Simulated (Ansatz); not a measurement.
Consider NaCoCl3 (cubic perovskite) (Pm-3m).

The structure was built from a prototype and need not be the compound's stable phase.

```
Na Co Cl
1.0
     0.00000   -4.67260    0.00000
     0.00000    0.00000    4.67260
    -4.67260    0.00000    0.00000
Na Co Cl
1 1 3
Cartesian
  0.0000 0.0000 0.0000
  -2.3363 -2.3363 2.3363
  0.0000 -2.3363 2.3363
  -2.3363 -2.3363 0.0000
  -2.3363 0.0000 2.3363
```

The structure was relaxed with PBE. The structure type comes from a generator and need not be one that this composition takes. The structure was generated from a model, not taken from a measurement. The runs that relaxed it are not among those shown. The program's search for lower electronic states was switched off, so nothing shows that the state found is the lowest. PAW set soft_2, made with PBE.

A constrained-RPA run (Ansatz 0.2.0; non-magnetic PBE; Co d + anion p, bands v13 to c1, 4×4×4 mesh, medium accuracy) builds 14 functions on bands 9.2 eV wide, with 25.0 electrons in the window. The bare on-site interaction is 24.0 eV and the bare J 0.82 eV.

Q: What U and J survive the screening?

On the Co d shell, U = 8.23 eV (34 % of the bare value), U′ = 6.88 eV, J = 0.68 eV.

The parent state is non-magnetic and the interaction static (zero frequency); U depends on the window and the orbitals, so it belongs to this model alone. A window that holds the anion p bands defines a model with explicit ligands; its U belongs to that model and is not the U of DFT+U.

[Paths, hosts, dates, memory and timing lines, banners, echoed tables and standing remarks are left out of the program output.]

[Logs are printed without paths, hosts, clocks, repeated set-up lines and the standing remarks that a program may print on its own settings, such as how far it seeks lower states.]

[Runs of the session that timed out or met a known fault of the program may be left out.]

[Hosts, paths, dates, database ids (printed as entryN), source tags and the programs' standing remarks are cut or masked in the printed files.]
